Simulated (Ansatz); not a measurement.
**Nb wire along [110], 17 atoms a period: bands along the axis**

Aim: is the Nb wire along [110], 17 atoms a period a metal or a semiconductor?

Calculated with Ansatz 0.2.0; DFT PBE, plane waves, PAW; relaxation of a wire's period; PAW set soft_1, in the first sound run; inputs show where later runs differ.

**1. The starting structure**

The cell holds 17 atoms: 17 Nb. Its edges and angles: a = 13.420 Å, b = 16.162 Å, c = 4.681 Å, α = 90.0°, β = 90.0°, γ = 90.0°. Vacuum lies along a and b. The structure's axis is c.

**2. Relaxing the period**

Band widths follow the bond lengths, so the wire is relaxed first. The atoms and the third cell vector are free; the box across stays fixed as vacuum. A Fermi-Dirac smearing is set since the result may be a metal. The pressure printed is a third of the stress's trace over the whole box, vacuum included; only the stress along the axis is relaxed.

Input file input.yaml:

```yaml
crystal:
  lattice:
    - [13.42, 0.0, 0.0]
    - [0.0, 16.162, 0.0]
    - [0.0, 0.0, 4.6810468915]
  atoms:
    - { symbol: Nb, position: [0.253353204, 0.500002901, 0.0] }
    - { symbol: Nb, position: [0.376676602, 0.64481935, 0.0] }
    - { symbol: Nb, position: [0.5, 0.500002901, 0.0] }
    - { symbol: Nb, position: [0.5, 0.789635799, 0.0] }
    - { symbol: Nb, position: [0.623323398, 0.64481935, 0.0] }
    - { symbol: Nb, position: [0.746646796, 0.500002901, 0.0] }
    - { symbol: Nb, position: [0.253353204, 0.355186453, 0.5] }
    - { symbol: Nb, position: [0.253353204, 0.64481935, 0.5] }
    - { symbol: Nb, position: [0.376676602, 0.500002901, 0.5] }
    - { symbol: Nb, position: [0.5, 0.355186453, 0.5] }
    - { symbol: Nb, position: [0.5, 0.64481935, 0.5] }
    - { symbol: Nb, position: [0.623323398, 0.500002901, 0.5] }
    - { symbol: Nb, position: [0.746646796, 0.355186453, 0.5] }
    - { symbol: Nb, position: [0.746646796, 0.64481935, 0.5] }
    - { symbol: Nb, position: [0.376676602, 0.355186453, 0.0] }
    - { symbol: Nb, position: [0.5, 0.210370004, 0.0] }
    - { symbol: Nb, position: [0.623323398, 0.355186453, 0.0] }
kpoints:
  mp_grid: { grid: [1, 1, 18] }
scf:
  occupations: { method: fermi_dirac, width: 0.05 }
hamiltonian:
  xc: pbe
  pseudopotentials: { kind: paw, azcp: { folder: soft_1 } }
relax:
  cell: { fix: [a, b, alpha, beta, gamma] }
  max_steps: 45
  f_tol: 0.03
```

Started as:

```sh
> ansatz run input.yaml --threads 4 --pin off --max-ram 16384MiB --backend cpu --events-out ev --progress --plain --runs-dir out
```

Numbers of over 12 decimals in the logs are rounded to 6 here.

The log of the run:

```text
Engine: ansatz 0.2.0, aarch64-unknown-linux-gnu
Pseudopotentials: kind: paw
Pseudopotential: Nb, paw, valence charge 13, recommended cutoff 420 eV (normal), soft_1/Nb.paw.azcp
Functional definition: PBE
  parameter kappa = 0.804
  parameter beta = 0.066725
  exchange = pbe_x(kappa = kappa, mu = beta*pi^2/3)
  correlation = pbe_c(beta = beta)
Crystal: 17 atoms, lattice volume = 1015.291 Å³
Basis set: ecut = 420 eV, 19809 PW (Γ), exchange–correlation on 180×240×64 points (8 copies of the dense FFT grid, shifted against one another)
Bands: 133, of which v1, the nominal top of the filled ones, is band 111 counted from 1 (110 counted from 0)
Symmetry: 8 space group operations
Space group: Pmmm (ITA 47), of the structure as read, at distance tolerance 1.0e-4 Å
k-points: 10 of 18
Non-local potential: Nb, projectors of the file, l = 0: 3, l = 1: 2, l = 2: 2, l = 3: 1
PAW form: soft (Blöchl's): semilocal exchange-correlation on the pseudo side does not see the compensation charge
PAW one-centre angular grid: Nb, 590 points (default); XC on 64 Gauss nodes
Initial density: superposition of atomic densities (neutral atoms: chi_scale 0, normalization atom)
Initial wavefunctions: pseudopotential atomic-orbital guess
Functional: x = pbe(κ = 0.804, μ = 0.219515), c = pbe(β = 0.066725)
SCF iter   1: F=—  HF=-77391.125768 eV  |F-HF|=—  |Δ(HF+E_count)|=         —  Δρ=6.35e-2  dr2=3.10e2  ethr=3.10e-3  ⟨swp⟩=10.3  Hψ=6074  notcnv=0
preconditioner: auto → LDOS  [metal: Δε(μ)=0.017 eV  Ē_g=3.486 eV  σ=0.050 eV  W_gap=0.09  n_scr=180 (ndim 8)  ℏωp=10.7 eV  f_vac=0.496  D(μ)=18.62/eV (n_scr^D=108)  β→1.0]
SCF iter   2: F=—  HF=-77406.027725 eV  |F-HF|=—  |Δ(HF+E_count)|=    1.49e1  Δρ=1.19e-1  dr2=1.11e3  ethr=3.10e-3  ⟨swp⟩=11.6  Hψ=8547  notcnv=0  defer=20  recentre
SCF iter   3: F=—  HF=-77370.448227 eV  |F-HF|=—  |Δ(HF+E_count)|=    3.56e1  Δρ=3.85e-2  dr2=1.24e2  ethr=3.10e-3  ⟨swp⟩=7.5  Hψ=5848  notcnv=0  defer=5
SCF iter   4: F=—  HF=-77363.098762 eV  |F-HF|=—  |Δ(HF+E_count)|=    7.35e0  Δρ=1.07e-2  dr2=7.81e0  ethr=3.10e-3  ⟨swp⟩=6.2  Hψ=2668  notcnv=0  defer=11
SCF iter   5: F=—  HF=-77362.730237 eV  |F-HF|=—  |Δ(HF+E_count)|=   3.69e-1  Δρ=4.46e-3  dr2=9.36e-1  ethr=3.10e-3  ⟨swp⟩=3.9  Hψ=2113  notcnv=0  defer=7
SCF iter   6: F=—  HF=-77362.715433 eV  |F-HF|=—  |Δ(HF+E_count)|=   1.48e-2  Δρ=1.58e-3  dr2=1.08e-1  ethr=4.24e-4  ⟨swp⟩=5.1  Hψ=1815  notcnv=0  defer=4
SCF iter   7: F=—  HF=-77362.712102 eV  |F-HF|=—  |Δ(HF+E_count)|=   3.33e-3  Δρ=3.86e-4  dr2=2.68e-3  ethr=4.87e-5  ⟨swp⟩=2.7  Hψ=2004  notcnv=0  defer=1
SCF iter   8: F=—  HF=-77362.712772 eV  |F-HF|=—  |Δ(HF+E_count)|=   6.70e-4  Δρ=1.94e-4  dr2=1.58e-3  ethr=1.21e-6  ⟨swp⟩=2.5  Hψ=1847  notcnv=0  defer=1
SCF iter   9: F=—  HF=-77362.712741 eV  |F-HF|=—  |Δ(HF+E_count)|=   3.13e-5  Δρ=5.20e-5  dr2=6.51e-5  ethr=7.17e-7  ⟨swp⟩=2.9  Hψ=1926  notcnv=0  defer=1
SCF iter  10: F=—  HF=-77362.713268 eV  |F-HF|=—  |Δ(HF+E_count)|=   5.27e-4  Δρ=2.26e-5  dr2=1.57e-5  ethr=2.95e-8  ⟨swp⟩=3.2  Hψ=2108  notcnv=0  defer=1
SCF iter  11: F=—  HF=-77362.713270 eV  |F-HF|=—  |Δ(HF+E_count)|=   1.59e-6  Δρ=9.05e-6  dr2=3.52e-6  ethr=7.09e-9  ⟨swp⟩=2.0  Hψ=1782  notcnv=0
SCF iter  12: F=—  HF=-77362.713270 eV  |F-HF|=—  |Δ(HF+E_count)|=   5.75e-8  Δρ=3.13e-6  dr2=2.62e-7  ethr=1.59e-9  ⟨swp⟩=2.3  Hψ=1805  notcnv=0
SCF iter  13: F=-77362.713270 eV  HF=-77362.713270 eV  |F-HF|=3.28e-8  |Δ(HF+E_count)|=   7.05e-8  Δρ=1.53e-6  dr2=6.05e-8  ethr=4.52e-11  ⟨swp⟩=5.8  Hψ=4399  notcnv=0
SCF 1 converged in 13 iterations: F = -77362.713270 eV  dr2 = 6.05e-8
  greatest PAW one-centre occupation: 0.998 electrons in one spin orbital (limit 2), on the Nb atom at site 11 (counted from 0), in its partial waves of l = 0
relax step   1: F+E_penalty+E_count = -77362.71326965 eV  Δ(F+E_penalty+E_count) = +0.000e0 eV  max|allowed force component| = 3.590e0 eV/Å  Δτ_max = 0.0000 Å  P = -5.012 GPa  Ω = 1015.291 Å³  fix = [a, b, alpha, beta, gamma]  reactions: a -4.222, b -5.419 GPa  (13 SCF iters, dr2 threshold 1.00e-7 eV, accepted)
Crystal: 17 atoms, lattice volume = 995.347 Å³
Basis set: ecut = 420 eV, 19449 PW (Γ), exchange–correlation on 180×240×64 points (8 copies of the dense FFT grid, shifted against one another)
Initial density: handed on by an earlier stage of this run
Initial wavefunctions: those handed on with the density
iter 1 solved again at ethr=1.05e-3 eV; its pass at ethr=3.10e-3 eV (dr2=2.31e0 eV) is discarded
SCF iter   1: F=—  HF=-77366.160916 eV  |F-HF|=—  |Δ(HF+E_count)|=         —  Δρ=1.20e-2  dr2=2.48e0  ethr=1.05e-3  ⟨swp⟩=1.7  Hψ=6612  notcnv=0
preconditioner: auto → LDOS  [metal: Δε(μ)=0.029 eV  Ē_g=2.585 eV  σ=0.050 eV  W_gap=0.14  n_scr=172 (ndim 8)  ℏωp=10.9 eV  f_vac=0.529  D(μ)=18.90/eV (n_scr^D=112)  β→1.0]
SCF iter   2: F=—  HF=-77366.070601 eV  |F-HF|=—  |Δ(HF+E_count)|=   9.03e-2  Δρ=8.61e-3  dr2=1.91e0  ethr=1.05e-3  ⟨swp⟩=3.2  Hψ=2119  notcnv=0
SCF iter   3: F=—  HF=-77365.875817 eV  |F-HF|=—  |Δ(HF+E_count)|=   1.95e-1  Δρ=2.14e-3  dr2=1.20e-1  ethr=8.64e-4  ⟨swp⟩=3.0  Hψ=2082  notcnv=0  defer=2
SCF iter   4: F=—  HF=-77365.865412 eV  |F-HF|=—  |Δ(HF+E_count)|=   1.04e-2  Δρ=5.15e-4  dr2=5.69e-3  ethr=5.43e-5  ⟨swp⟩=2.4  Hψ=2059  notcnv=0  defer=3
SCF iter   5: F=—  HF=-77365.865281 eV  |F-HF|=—  |Δ(HF+E_count)|=   1.31e-4  Δρ=2.12e-4  dr2=1.31e-3  ethr=2.57e-6  ⟨swp⟩=2.7  Hψ=2099  notcnv=0  defer=3
SCF iter   6: F=—  HF=-77365.865577 eV  |F-HF|=—  |Δ(HF+E_count)|=   2.95e-4  Δρ=8.87e-5  dr2=2.47e-4  ethr=5.93e-7  ⟨swp⟩=2.3  Hψ=1755  notcnv=0  defer=3
SCF iter   7: F=—  HF=-77365.865597 eV  |F-HF|=—  |Δ(HF+E_count)|=   2.05e-5  Δρ=2.98e-5  dr2=2.99e-5  ethr=1.12e-7  ⟨swp⟩=2.0  Hψ=1756  notcnv=0  defer=3
SCF iter   8: F=—  HF=-77365.865603 eV  |F-HF|=—  |Δ(HF+E_count)|=   6.40e-6  Δρ=1.26e-5  dr2=6.29e-6  ethr=1.35e-8  ⟨swp⟩=2.0  Hψ=2095  notcnv=0  defer=3
SCF iter   9: F=-77365.865604 eV  HF=-77365.865604 eV  |F-HF|=3.95e-7  |Δ(HF+E_count)|=   5.97e-7  Δρ=5.14e-6  dr2=8.41e-7  ethr=7.69e-10  ⟨swp⟩=5.1  Hψ=4120  notcnv=0
SCF 2 converged in 9 iterations: F = -77365.865604 eV  dr2 = 8.41e-7
relax step   2: F+E_penalty+E_count = -77365.86560368 eV  Δ(F+E_penalty+E_count) = -3.152e0 eV  max|allowed force component| = 2.078e0 eV/Å  Δτ_max = 0.1949 Å  P = -2.813 GPa  Ω = 995.347 Å³  energy of the carried Pulay correction = +7.736e-4 eV  fix = [a, b, alpha, beta, gamma]  reactions: a -2.196, b -3.201 GPa  (9 SCF iters, dr2 threshold 1.70e-6 eV, accepted)
Crystal: 17 atoms, lattice volume = 974.581 Å³
[...]
relax step   8: F+E_penalty+E_count = -77367.17613185 eV  Δ(F+E_penalty+E_count) = -7.907e-3 eV  max|allowed force component| = 6.669e-2 eV/Å  Δτ_max = 0.0121 Å  P = -0.035 GPa  Ω = 938.258 Å³  energy of the carried Pulay correction = +3.075e-3 eV  fix = [a, b, alpha, beta, gamma]  reactions: a -0.114, b +0.071 GPa  (7 SCF iters, dr2 threshold 1.70e-6 eV, accepted)
relax step   9: F+E_penalty+E_count = -77367.17795276 eV  Δ(F+E_penalty+E_count) = -1.821e-3 eV  max|allowed force component| = 3.246e-2 eV/Å  Δτ_max = 0.0085 Å  P = -0.013 GPa  Ω = 935.487 Å³  energy of the carried Pulay correction = +3.190e-3 eV  fix = [a, b, alpha, beta, gamma]  reactions: a -0.104, b +0.069 GPa  (7 SCF iters, dr2 threshold 2.78e-7 eV, accepted)
relax step  10: F+E_penalty+E_count = -77367.17894499 eV  Δ(F+E_penalty+E_count) = -9.922e-4 eV  max|allowed force component| = 1.914e-2 eV/Å  Δτ_max = 0.0095 Å  P = -0.037 GPa  Ω = 933.123 Å³  energy of the carried Pulay correction = +3.289e-3 eV  fix = [a, b, alpha, beta, gamma]  reactions: a -0.124, b +0.023 GPa  (7 SCF iters, dr2 threshold 6.58e-8 eV, accepted)
Basis set: ecut = 420 eV, 18253 PW (Γ), exchange–correlation on 180×240×60 points (8 copies of the dense FFT grid, shifted against one another)
Initial wavefunctions: pseudopotential atomic-orbital guess (no wavefunctions were taken with the density)
iter 1 solved again at ethr=2.82e-6 eV; its pass at ethr=3.10e-3 eV (dr2=6.24e-3 eV) is discarded
SCF iter   1: F=—  HF=-77367.176297 eV  |F-HF|=—  |Δ(HF+E_count)|=         —  Δρ=6.65e-5  dr2=5.56e-6  ethr=2.82e-6  ⟨swp⟩=4.1  Hψ=8974  notcnv=0
eigensolver tolerance schedule: the retry pair's looser diagonalisation over-reported the residual by 1121.60 of it (diagonalisation noise at an unbounded share of the residual, at the tolerance the schedule requests for it); recorded, not acted on — ethr = c·dr2/N_el stays at c = 1.0e-1
preconditioner: auto → LDOS  [metal: Δε(μ)=0.009 eV  Ē_g=2.796 eV  σ=0.050 eV  W_gap=0.04  n_scr=164 (ndim 8)  ℏωp=11.2 eV  f_vac=0.531  D(μ)=28.63/eV (n_scr^D=208)  β→1.0]
SCF iter   2: F=—  HF=-77367.176324 eV  |F-HF|=—  |Δ(HF+E_count)|=   2.70e-5  Δρ=1.11e-5  dr2=1.30e-6  ethr=2.51e-9  ⟨swp⟩=3.8  Hψ=3468  notcnv=0
SCF iter   3: F=—  HF=-77367.176324 eV  |F-HF|=—  |Δ(HF+E_count)|=   2.80e-7  Δρ=3.00e-6  dr2=1.41e-7  ethr=5.86e-10  ⟨swp⟩=2.0  Hψ=2304  notcnv=0
SCF iter   4: F=—  HF=-77367.176324 eV  |F-HF|=—  |Δ(HF+E_count)|=   1.04e-8  Δρ=8.29e-7  dr2=1.22e-8  ethr=6.37e-11  ⟨swp⟩=3.6  Hψ=2911  notcnv=0
SCF iter   5: F=—  HF=-77367.176324 eV  |F-HF|=—  |Δ(HF+E_count)|=   2.39e-9  Δρ=2.01e-7  dr2=8.86e-10  ethr=5.53e-12  ⟨swp⟩=2.1  Hψ=1988  notcnv=0
SCF iter   6: F=—  HF=-77367.176324 eV  |F-HF|=—  |Δ(HF+E_count)|=  8.73e-11  Δρ=8.81e-8  dr2=2.00e-10  ethr=1.00e-12  ⟨swp⟩=5.0  Hψ=4957  notcnv=0
SCF iter   7: F=-77367.176324 eV  HF=-77367.176324 eV  |F-HF|=4.37e-11  |Δ(HF+E_count)|=  1.46e-11  Δρ=4.36e-8  dr2=4.74e-11  ethr=1.00e-12  ⟨swp⟩=4.8  Hψ=4038  notcnv=0
SCF 11 converged in 7 iterations: F = -77367.176324 eV  dr2 = 4.74e-11
relax step  11: F+E_penalty+E_count = -77367.17632370 eV  Δ(F+E_penalty+E_count) = +2.621e-3 eV  max|allowed force component| = 1.909e-2 eV/Å  Δτ_max = 0.0000 Å  P = -0.038 GPa  Ω = 933.123 Å³  fix = [a, b, alpha, beta, gamma]  reactions: a -0.123, b +0.024 GPa  stress off target by 1.47e-2 GPa on what of the cell is left free  SCF on the basis re-selected at this cell (its energy is not comparable with the rows above)  (7 SCF iters)
basis re-selected at this cell: Δ(F+E_penalty+E_count) = +2.621e-3 eV, ΔP = -0.001 GPa vs the last step (what re-selecting the basis moved, of the pressure what is left beyond the Pulay correction that the steps carried, after the strain that the cell walked since its last selection, with what the two solves' SCF thresholds leave and, on support functions, any second-order correction that the steps lacked; it is no measure of the basis error at this ecutwfc). The dense FFT grid was sized anew with the basis: this SCF ran on 90×120×30 points, the steps before it on 90×120×32, so part of this shift can come from that change (see relax.cell in the input reference). [rest of the remark cut]
SCF converged after 7 iterations
Free energy (F): -77367.176324 eV
Harris-Foulkes:  -77367.176324 eV  (|F-HF|=4.37e-11)
Internal energy: -77366.940461 eV  (E = F + TS)
E sigma→0 (E₀):  -77367.058392 eV
Entropy (-TS):   -0.235863 eV (-13.874 meV/atom)
Fermi energy:    3.477395 eV
--- Per-component energies (eV) ---
  E_band       = -4312.752660
  E_kinetic    = 6335.254240
  E_local      = -100705.160663  (includes V_loc(G=0)·N_el)
  E_nonlocal   = 1641.272339
  E_hartree    = 46906.891959
  E_xc         = -2798.141977
  E_vxc        = -3384.829470  (∫ρ·V_xc dr)
  E_paw        = -52405.233834  (= ΣΔE_a)
  E_vpaw       = -2013.074158  (= ΣTr[D̂ρ^β])
  E_aug_tail   = 0.000734  (compensation charges beyond the density's cutoff)
  E_ewald      = 23658.176741
  E_smearing   = -0.235863  (= −TS)
  E_closure    = 0.000000  (closes the sum)
  Σ components = -77367.176324   (vs F -77367.176324, Δ=0.00e0)
--- Forces (eV/Å), atoms counted from 1 ---
  atom   1  Nb    -0.00337078     0.00000000     0.00000000
  atom   2  Nb    -0.00739553    -0.01908873     0.00000000
  atom   3  Nb     0.00000000     0.00000000     0.00000000
  atom   4  Nb     0.00000000     0.01697953     0.00000000
  atom   5  Nb     0.00739553    -0.01908873     0.00000000
  atom   6  Nb     0.00337078     0.00000000     0.00000000
  atom   7  Nb     0.00039059    -0.00688050     0.00000000
  atom   8  Nb     0.00039059     0.00688050     0.00000000
  atom   9  Nb     0.00317508     0.00000000     0.00000000
  atom  10  Nb     0.00000000    -0.01585664     0.00000000
  atom  11  Nb     0.00000000     0.01585664     0.00000000
  atom  12  Nb    -0.00317508     0.00000000     0.00000000
  atom  13  Nb    -0.00039059    -0.00688050     0.00000000
  atom  14  Nb    -0.00039059     0.00688050     0.00000000
  atom  15  Nb    -0.00739553     0.01908873     0.00000000
  atom  16  Nb     0.00000000    -0.01697953     0.00000000
  atom  17  Nb     0.00739553     0.01908873     0.00000000
  max |Σ_I F_I| component: 6.94e-18 eV/Å
--- Stress (GPa, compression-positive) ---
       -0.123313       0.000000       0.000000
        0.000000       0.023840       0.000000
        0.000000       0.000000      -0.014695
  P = ⅓ Tr σ = -0.0381 GPa (-0.381 kbar)
--- Relaxed structure (10 steps of the walk, 10 accepted, 1 SCFs on fresh bases) ---
  F+E_penalty+E_count = -77367.17632370 eV   max|allowed force component| = 1.909e-2 eV/Å   (the final SCF, on the basis selected at the relaxed cell)
  cell:  # Å, volume = 933.1228 Å³
    - [13.42, 0.0, 0.0]
    - [0.0, 16.162, 0.0]
    - [0.0, 0.0, 4.302206]
  atoms:
    - { symbol: Nb, position: [0.242725, 0.5, 0.0] }
    - { symbol: Nb, position: [0.367934, 0.645741, 0.0] }
    - { symbol: Nb, position: [0.5, 0.5, 0.0] }
    - { symbol: Nb, position: [0.5, 0.766504, 0.0] }
    - { symbol: Nb, position: [0.632066, 0.645741, 0.0] }
    - { symbol: Nb, position: [0.757275, 0.5, 0.0] }
    - { symbol: Nb, position: [0.246390, 0.383694, 0.5] }
    - { symbol: Nb, position: [0.246390, 0.616306, 0.5] }
    - { symbol: Nb, position: [0.382851, 0.5, 0.5] }
    - { symbol: Nb, position: [0.5, 0.346026, 0.5] }
    - { symbol: Nb, position: [0.5, 0.653974, 0.5] }
    - { symbol: Nb, position: [0.617149, 0.5, 0.5] }
    - { symbol: Nb, position: [0.753610, 0.383694, 0.5] }
    - { symbol: Nb, position: [0.753610, 0.616306, 0.5] }
    - { symbol: Nb, position: [0.367934, 0.354259, 0.0] }
    - { symbol: Nb, position: [0.5, 0.233496, 0.0] }
    - { symbol: Nb, position: [0.632066, 0.354259, 0.0] }
```

The job ended after 6.1 min (4 threads of Arm Neoverse V1, shared host; peak memory 3.2 GiB).

(Continued in part 2 of 2.)

[Logs are printed without paths, hosts, clocks, repeated set-up lines and the standing remarks that a program may print on its own settings, such as how far it seeks lower states.]

[Hosts, paths, dates, database ids (printed as entryN), source tags and the programs' standing remarks are cut or masked in the printed files.]
